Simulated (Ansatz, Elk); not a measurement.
# Bonding as seen by X-rays: SrCuS2

Structure refinements treat a crystal as free atoms side by side. For a made-up structure of SrCuS2 (cell and positions from a PBEsol relaxation) the runs below show what the calculated density changes in F(hkl).

Main program and level: Elk 11.2.3 (patched build); DFT, PBE, all-electron APW+lo, Dirac cores, scalar-relativistic bands, static density, no spin.

The structure was built from a prototype and need not be the compound's stable phase.

## Step 1: Set-up

Symmetry: Cmcm, No. 63, orthorhombic system. The conventional cell has a = 4.107 Å, b = 19.141 Å, c = 4.546 Å, α = 90.00°, β = 90.00°, γ = 90.00°. Nearest to Sr lie 7 S at 2.95 to 3.08 Å. Nearest to Cu lie 4 S at 2.21 to 2.29 Å. Nearest to S lie 1 Cu at 2.22 Å and 5 Sr at 2.95 to 3.08 Å. Nearest to S lie 3 Cu at 2.21 to 2.29 Å and 2 Sr at 3.00 Å. Farther neighbours and most contacts between anions are not listed.

## Step 2: Ground state and structure factors

An all-electron density is needed, since X-rays see the cores too. Task 0 finds the density and task 195 Fourier-transforms it; tshift is off so that phases refer to the origin typed.

Input file elk.in:

```
tasks
  0
  195

xctype
  20

spinpol
  .false.

rgkmax
  7.0

gmaxvr
  14.0

lmaxo
  7

lmaxapw
  8

swidth
  0.002

tshift
  .false.

ramdisk
  .false.

hmaxvr
  5.5

maxscl
  120

epspot
  1e-06

sppath
  './'

avec
  3.88045962743 -18.08589080593 0.00000000000
  3.88045962743 18.08589080593 0.00000000000
  0.00000000000 0.00000000000 8.59027423088

atoms
  3
  'Sr.in'
  2
  0.3348328000 0.6651672000 0.7500000000   0.000000 0.000000 0.000000
  0.6651672000 0.3348328000 0.2500000000   0.000000 0.000000 0.000000
  'Cu.in'
  2
  0.0646324526 0.9353675474 0.7500000000   0.000000 0.000000 0.000000
  0.9353675474 0.0646324526 0.2500000000   0.000000 0.000000 0.000000
  'S.in'
  4
  0.1808227823 0.8191772177 0.7500000000   0.000000 0.000000 0.000000
  0.8191772177 0.1808227823 0.2500000000   0.000000 0.000000 0.000000
  0.9494081198 0.0505918802 0.7500000000   0.000000 0.000000 0.000000
  0.0505918802 0.9494081198 0.2500000000   0.000000 0.000000 0.000000

ngridk
  6 6 5
```

Started as:

```sh
$ OMP_NUM_THREADS=4 elk
```

Numbers of over 12 decimals in the logs are rounded to 6 here.

The log of the run:

```text
┌─────────────────────────┐
│ Elk code version 11.2.3 │
└─────────────────────────┘

All units are atomic (Hartree, Bohr, etc.)

┌─────────────────────────────────────────────────┐
│ Ground-state run starting from atomic densities │
└─────────────────────────────────────────────────┘

Lattice vectors :
   3.880459627      -18.08589081       0.000000000
   3.880459627       18.08589081       0.000000000
   0.000000000       0.000000000       8.590274231

Reciprocal lattice vectors :
  0.8095929233     -0.1737040596       0.000000000
  0.8095929233      0.1737040596      -0.000000000
  -0.000000000       0.000000000      0.7314301195

Unit cell volume      :    1205.757849
Brillouin zone volume :   0.2057214172

Muffin-tin inner radius fraction :   0.1000000000E-01

Nuclei treated as point charges

Species : 1 (Sr)
 parameters loaded from : Sr.in
 name : strontium
 nuclear charge    :   -38.00000000
 electronic charge :    38.00000000
 atomic mass :    159721.4892
 muffin-tin radius :    2.600000000
 number of radial points in muffin-tin :   1193
 inner part over the whole radius :   0.9909106339E-02
 number on inner part of muffin-tin    :    847
 approximate nuclear radius :   0.8067967193E-04
 number of mesh points to nuclear radius :    415
 atomic positions (lattice), magnetic fields (Cartesian) :
  1 :   0.33483280 -0.33483280 -0.25000000    0.00000000  0.00000000  0.00000000
  2 :  -0.33483280  0.33483280  0.25000000    0.00000000  0.00000000  0.00000000

Species : 2 (Cu)
 parameters loaded from : Cu.in
 name : copper
 nuclear charge    :   -29.00000000
 electronic charge :    29.00000000
 atomic mass :    115837.2717
 muffin-tin radius :    2.148453601
 number of radial points in muffin-tin :    993
 inner part over the whole radius :   0.9904948097E-02
 number on inner part of muffin-tin    :    699
 approximate nuclear radius :   0.7406004541E-04
 number of mesh points to nuclear radius :    338
 atomic positions (lattice), magnetic fields (Cartesian) :
  1 :   0.06463245 -0.06463245 -0.25000000    0.00000000  0.00000000  0.00000000
  2 :  -0.06463245  0.06463245  0.25000000    0.00000000  0.00000000  0.00000000

Species : 3 (S)
 parameters loaded from : S.in
 name : sulphur
 nuclear charge    :   -16.00000000
 electronic charge :    16.00000000
 atomic mass :    58450.91931
 muffin-tin radius :    1.969415801
 number of radial points in muffin-tin :    793
 inner part over the whole radius :   0.9841840669E-02
 number on inner part of muffin-tin    :    552
 approximate nuclear radius :   0.6195814986E-04
 number of mesh points to nuclear radius :    252
 atomic positions (lattice), magnetic fields (Cartesian) :
  1 :   0.18082278 -0.18082278 -0.25000000    0.00000000  0.00000000  0.00000000
  2 :  -0.18082278  0.18082278  0.25000000    0.00000000  0.00000000  0.00000000
  3 :  -0.05059188  0.05059188 -0.25000000    0.00000000  0.00000000  0.00000000
  4 :   0.05059188 -0.05059188  0.25000000    0.00000000  0.00000000  0.00000000

Total number of atoms per unit cell :    8
Total muffin-tin volume :    358.3098888
 ratio of muffin-tin to unit cell volume :   0.2971657112

Spin treatment :
 spin-unpolarised

Number of Bravais lattice symmetries :    8
Number of crystal symmetries         :    8
Crystal has inversion symmetry
Real symmetric eigensolver will be used

k-point grid :      6     6     5
k-point offset :    0.000000000       0.000000000       0.000000000
k-point set is reduced with full crystal symmetry group
Total number of k-points :       39

Muffin-tin radius times maximum |G+k| :    7.000000000
 using average radius
Maximum |G+k| for APW functions       :    3.223101273
Maximum (1/2)|G+k|²                   :    5.194190909
Maximum |G| for potential and density :    14.00000000
Constant for pseudocharge density :    9
 order of it for each species :   16  16  16
 order of it for pair densities of each species (exact exchange by exxq0 0: 17) :   14   9   7
Radial integration step length :    1

[...]
electron entropic           :    -0.13385416958027E-02
 total energy                :     -11268.156218509

Density of states at Fermi energy :    104.4208783
 (states/Hartree/unit cell)

Estimated indirect band gap :   0.1158659408E-02
 from k-point 9 to k-point 16
Estimated direct band gap   :   0.4081013675E-02
 at k-point 16

Charges :
 core                        :    120.0000000
 valence                     :    78.00000000
 interstitial                :    16.02527649
 muffin-tins (core leakage)
  species : 1 (Sr)
[...]
species : 2 (Cu)
[...]
species : 3 (S)
[...]
total in muffin-tins        :    181.9747235
 total calculated charge     :    197.9961084
 total charge                :    198.0000000
 error                       :   0.3891559595E-02

RMS change in Kohn-Sham potential (target) :   0.5469471560     (  0.1000000000E-05)
Absolute change in total energy (target)   :    1.213548980     (  0.1000000000E-03)

[... loops 3 to 15 left out ...]

┌──────────────────┐
│ Loop number : 16 │
└──────────────────┘

Energies :
 Fermi                       :     0.191647
 sum of occupied eigenvalues :     -6536.5346453853
 electron kinetic            :      11521.478015516
 core electron kinetic       :      11004.566313865
 Coulomb                     :     -22339.806353069
 Coulomb potential           :     -17475.206511486
 nuclear-nuclear             :     -1355.1162047550
 electron-nuclear            :     -24519.867934389
 Hartree                     :      3535.1777860745
 Madelung                    :     -13602.203097326
 xc potential                :     -582.80614941523
 exchange                    :     -439.41323810481
 correlation                 :     -9.106117
 electron entropic           :    -0.69588600731093E-03
 total energy                :     -11266.848388869

Density of states at Fermi energy :    56.09662685
 (states/Hartree/unit cell)

Estimated indirect band gap :   0.4246791085E-03
 from k-point 16 to k-point 26
Estimated direct band gap   :   0.2722926524E-01
 at k-point 26

Charges :
 core                        :    120.0000000
 valence                     :    78.00000000
 interstitial                :    15.25563771
 muffin-tins (core leakage)
  species : 1 (Sr)
[...]
species : 2 (Cu)
[...]
species : 3 (S)
[...]
total in muffin-tins        :    182.7443623
 total calculated charge     :    197.9961534
 total charge                :    198.0000000
 error                       :   0.3846584760E-02

RMS change in Kohn-Sham potential (target) :   0.7457876205E-06 (  0.1000000000E-05)
Absolute change in total energy (target)   :   0.1497703670E-04 (  0.1000000000E-03)

Convergence targets achieved

┌──────────────────┐
│ Loop number : 17 │
└──────────────────┘

Energies :
 Fermi                       :     0.191647
 sum of occupied eigenvalues :     -6536.5346521660
 electron kinetic            :      11521.478010601
 core electron kinetic       :      11004.566303611
 Coulomb                     :     -22339.806360357
 Coulomb potential           :     -17475.206519066
 nuclear-nuclear             :     -1355.1162047550
 electron-nuclear            :     -24519.867940384
 Hartree                     :      3535.1777847820
 Madelung                    :     -13602.203100824
 xc potential                :     -582.80614370117
 exchange                    :     -439.41323780410
 correlation                 :     -9.106117
 electron entropic           :    -0.69588546575894E-03
 total energy                :     -11266.848400818

Density of states at Fermi energy :    56.09657346
 (states/Hartree/unit cell)

Estimated indirect band gap :   0.4246785201E-03
 from k-point 16 to k-point 26
Estimated direct band gap   :   0.2722927469E-01
 at k-point 26

Charges :
 core                        :    120.0000000
 valence                     :    78.00000000
 interstitial                :    15.25563883
 muffin-tins (core leakage)
  species : 1 (Sr)
[...]
species : 2 (Cu)
[...]
species : 3 (S)
[...]
atom 2                    :    13.82905449     (  0.3267589308E-03)
   atom 3                    :    13.83261318     (  0.3263087730E-03)
   atom 4                    :    13.83261318     (  0.3263087730E-03)
 total in muffin-tins        :    182.7443612
 total calculated charge     :    197.9961534
 total charge                :    198.0000000
 error                       :   0.3846583571E-02

┌──────────────────────────────┐
│ Self-consistent loop stopped │
└──────────────────────────────┘

Warning : core states of species 2 leak from the muffin-tin :   0.6397902378E-03

Warning : core states of species 3 leak from the muffin-tin :   0.3267589308E-03

Wrote STATE.OUT
```

Run time: 1.8 min. Hardware: 4 threads of Arm Neoverse V2, shared host; peak memory 0.35 GiB; 5.8 min of CPU time.

SFACRHO.OUT:

```text

h k l indices transformed by vhmat matrix:
   1.000000000       0.000000000       0.000000000    
   0.000000000       1.000000000       0.000000000    
   0.000000000       0.000000000       1.000000000    

      h      k      l  multipl.   |H|            Re(F)            Im(F)           |F|

      0      0      0      1   0.0000000       198.00000     -0.12776684E-15   198.00000    
     -1      1      0      2  0.34740812       8.2958087     -0.10458282E-14   8.2958087    
      2     -2      0      2  0.69481624      -35.922316      0.41833129E-14   35.922316    
      0      0      1      2  0.73143012     -0.25281048E-13  0.41833129E-14  0.25624822E-13
     -1      1      1      2  0.80974219       16.055813      0.20916564E-14   16.055813    
      1     -1      1      2  0.80974219      -16.055813      0.20916564E-14   16.055813    
      0     -1      0      4  0.82801800       51.287013      0.41833129E-14   51.287013    
     -2      1      0      4  0.96280767       72.308468      0.24054049E-13   72.308468    
     -2      2      1      2   1.0088407      -54.938822     -0.12549939E-13   54.938822    
      2     -2      1      2   1.0088407       54.938822     -0.94124540E-14   54.938822    
     -3      3      0      2   1.0422244       39.314101      0.49153927E-13   39.314101    
      1      0     -1      4   1.1048094      -88.330125      0.94124540E-14   88.330125    
      1      0      1      4   1.1048094       88.330125     -0.83666258E-14   88.330125    
      2     -3      0      4   1.1873366      -30.707992      0.28237362E-13   30.707992    
      2     -1     -1      4   1.2091272      -21.361094      0.41833129E-14   21.361094    
     -2      1     -1      4   1.2091272       21.361094      0.52291411E-14   21.361094    
     -3      3     -1      2   1.2732720       24.015598      0.52291411E-14   24.015598    
     -3      3      1      2   1.2732720      -24.015598      0.20916564E-14   24.015598
```

Elk indexes on the primitive cell of elk.in and gives |H| = 4π sin θ/λ in inverse bohr. Below, one row stands for each form hkl of the conventional cell (m members, Friedel mates merged), F is for one primitive cell and the density is static (no thermal factor). Free-atom factors are Waasmaier and Kirfel's, and R is Σm||F|−|F'||/Σm|F|.

| hkl | m | sin θ/λ (Å⁻¹) | abs F, DFT | neutral atoms | diff. |
| --- | --- | --- | --- | --- | --- |
| 020 | 2 | 0.052 | 8.296 | 8.482 | -0.187 |
| 040 | 2 | 0.104 | 35.922 | 35.743 | +0.179 |
| 001 | 2 | 0.110 | 0.000 | 0.000 | +0.000 |
| 021 | 4 | 0.122 | 16.056 | 15.661 | +0.395 |
| 110 | 4 | 0.124 | 51.287 | 51.159 | +0.128 |
| 130 | 4 | 0.145 | 72.308 | 72.558 | -0.250 |
| 041 | 4 | 0.152 | 54.939 | 56.209 | -1.270 |
| 060 | 2 | 0.157 | 39.314 | 38.506 | +0.808 |
| 111 | 8 | 0.166 | 88.330 | 88.130 | +0.200 |
| 150 | 4 | 0.179 | 30.708 | 31.092 | -0.384 |
| 131 | 8 | 0.182 | 21.361 | 22.105 | -0.744 |
| 061 | 4 | 0.192 | 24.016 | 24.474 | -0.458 |
| 080 | 2 | 0.209 | 110.162 | 110.322 | -0.160 |
| 151 | 8 | 0.210 | 45.792 | 45.036 | +0.756 |

## Step 3: The highest occupied states alone

An energy window below the Fermi level keeps the highest occupied states, to see at which angles they scatter; shallow core shells can lie inside it and anion s states outside. No new self-consistency is needed.

elk.in, as its differences from that of step 2:

```diff
@@ -1,3 +1,2 @@
 tasks
-  0
   195
@@ -40,2 +39,5 @@
 
+wsfac
+  -0.249340 0.491650
+
 sppath
```

Started as:

```sh
$ OMP_NUM_THREADS=4 elk
```

The log of the run:

```text
┌─────────────────────────────────┐
│ Elk code version 11.2.3 started │
└─────────────────────────────────┘

Info(readinput): the functional depends on the density's gradient
 muffin-tin radial points multiplied by    2.00000
 (not where nrmtscf is given)

┌────────────────────┐
│ Current task : 195 │
└────────────────────┘
Info(checkmt): changed muffin-tin radius of species 2 (Cu) from   2.4000 to   2.1485
Info(checkmt): changed muffin-tin radius of species 3 (S) from   2.2000 to   1.9694

Info(sfacrho): density structure factors written to SFACRHO.OUT

 Energy window :  -0.2493400000      0.4916500000

┌──────────────────┐
│ Elk code stopped │
└──────────────────┘
```

Run time: 25 s. Hardware: 4 threads; peak memory 0.25 GiB.

States within 12 eV below the Fermi level hold 42.29 electrons; any levels below the window count with the cores, and a count that is not whole means the window cuts a band. Their amplitudes can exceed the total, where window and core parts have opposite phase:

| hkl | sin θ/λ (Å⁻¹) | abs F, window | abs F, all |
| --- | --- | --- | --- |
| 020 | 0.052 | 13.859 | 8.296 |
| 040 | 0.104 | 0.596 | 35.922 |
| 001 | 0.110 | 0.000 | 0.000 |
| 021 | 0.122 | 13.099 | 16.056 |
| 110 | 0.124 | 22.607 | 51.287 |
| 130 | 0.145 | 3.782 | 72.308 |
| 041 | 0.152 | 7.584 | 54.939 |
| 060 | 0.157 | 9.798 | 39.314 |
| 111 | 0.166 | 8.188 | 88.330 |
| 150 | 0.179 | 3.960 | 30.708 |

## Step 4: Another functional

The difference from free atoms is small, so it is set against the change that LDA (Perdew-Wang) makes.

elk.in, as its differences from that of step 3:

```diff
@@ -1,2 +1,3 @@
 tasks
+  0
   195
@@ -4,3 +5,3 @@
 xctype
-  20
+  3
 
@@ -39,5 +40,2 @@
 
-wsfac
-  -0.249340 0.491650
-
 sppath
```

Started as:

```sh
$ OMP_NUM_THREADS=4 elk
```

The log of the run:

```text
┌─────────────────────────┐
│ Elk code version 11.2.3 │
└─────────────────────────┘

All units are atomic (Hartree, Bohr, etc.)

┌─────────────────────────────────────────────────┐
│ Ground-state run starting from atomic densities │
└─────────────────────────────────────────────────┘

Lattice vectors :
   3.880459627      -18.08589081       0.000000000
   3.880459627       18.08589081       0.000000000
   0.000000000       0.000000000       8.590274231

Reciprocal lattice vectors :
  0.8095929233     -0.1737040596       0.000000000
[...]
species : 3 (S)
[...]
atom 3                    :    13.81260596     (  0.3241641388E-03)
   atom 4                    :    13.81260596     (  0.3241641388E-03)
 total in muffin-tins        :    182.7053993
 total calculated charge     :    197.9961306
 total charge                :    198.0000000
 error                       :   0.3869406926E-02

┌──────────────────────────────┐
│ Self-consistent loop stopped │
└──────────────────────────────┘

Warning : core states of species 2 leak from the muffin-tin :   0.6673309861E-03

Warning : core states of species 3 leak from the muffin-tin :   0.3244735055E-03

Wrote STATE.OUT
[key lines of the parts left out:]
total energy                :     -11249.656908536
```

Run time: 87 s. Hardware: 4 threads; peak memory 0.34 GiB.

Against the first run R = 0.05 %; the largest change is +0.095 at 041.

## Step 5: Basis size

A smaller basis shows how fast F responds to it; the change is likely larger than the basis error of the first run, but doesn't show convergence.

elk.in, as its differences from that of step 4:

```diff
@@ -5,3 +5,3 @@
 xctype
-  3
+  20
 
@@ -11,3 +11,3 @@
 rgkmax
-  7.0
+  5.5
```

Started as:

```sh
$ OMP_NUM_THREADS=4 elk
```

The log of the run:

```text
┌─────────────────────────┐
│ Elk code version 11.2.3 │
└─────────────────────────┘

All units are atomic (Hartree, Bohr, etc.)

┌─────────────────────────────────────────────────┐
│ Ground-state run starting from atomic densities │
└─────────────────────────────────────────────────┘

Lattice vectors :
   3.880459627      -18.08589081       0.000000000
   3.880459627       18.08589081       0.000000000
   0.000000000       0.000000000       8.590274231

Reciprocal lattice vectors :
  0.8095929233     -0.1737040596       0.000000000
[...]
species : 3 (S)
[...]
atom 3                    :    13.79494081     (  0.3243085969E-03)
   atom 4                    :    13.79494081     (  0.3243085969E-03)
 total in muffin-tins        :    182.4551022
 total calculated charge     :    197.9968058
 total charge                :    198.0000000
 error                       :   0.3194197452E-02

┌──────────────────────────────┐
│ Self-consistent loop stopped │
└──────────────────────────────┘

Warning : core states of species 2 leak from the muffin-tin :   0.6402486181E-03

Warning : core states of species 3 leak from the muffin-tin :   0.3248297182E-03

Wrote STATE.OUT
[key lines of the parts left out:]
total energy                :     -11266.628446453
```

The job ended after 76 s (4 threads; peak memory 0.33 GiB; 3.5 min of CPU time).

Against the first run R = 0.09 %; the largest change is -0.124 at 200.

## Step 6: Settings against the effect

| run | R against the first run (%) | R against neutral atoms, low angle (%) | wall time |
| --- | --- | --- | --- |
| PBE, rgkmax 7 | 0.00 | 0.91 | 1.8 min |
| LDA (Perdew-Wang) | 0.05 | 0.91 | 87 s |
| rgkmax 5.5 | 0.09 | 0.94 | 76 s |

## Step 7: Results

* R against neutral atoms, sin θ/λ < 0.3 Å⁻¹: 0.91 %
* R against neutral atoms, 0.3 to 0.52 Å⁻¹: 0.39 %

Independent neutral atoms miss the calculated amplitudes by R = 0.91 % below 0.3 Å⁻¹ and 0.39 % from there to 0.52 Å⁻¹; by shells, 0.59 % below 0.15 Å⁻¹ (5 forms), 0.95 % 0.15 to 0.3 (28 forms), 0.48 % 0.3 to 0.45 (62 forms), 0.27 % above 0.45 (49 forms). Bonding, aspherical density and the tables' own atoms all enter these figures, and the runs don't part them. The largest change of an amplitude is -1.27 electrons, at 041. The window's part falls from 42.3 electrons at the origin to at most 5.35 between 0.45 and 0.52 Å⁻¹, where compact states inside the window still scatter. Below 0.3 Å⁻¹ the changes that finished (LDA (Perdew-Wang) and rgkmax 5.5) move F by R = 0.07 % at most, against the 0.91 % that separates it from free atoms. The k-mesh has no finished test. These runs have no spin, though d or f shells may be open. Part of the difference isn't bonding: the tables are fits to free atoms and ions calculated by other methods than this functional. Thermal motion, anomalous dispersion and extinction are left out.

[Logs are printed without paths, hosts, clocks, repeated set-up lines and the standing remarks that a program may print on its own settings, such as how far it seeks lower states.]

[Hosts, paths, dates, database ids (printed as entryN), source tags and the programs' standing remarks are cut or masked in the printed files.]
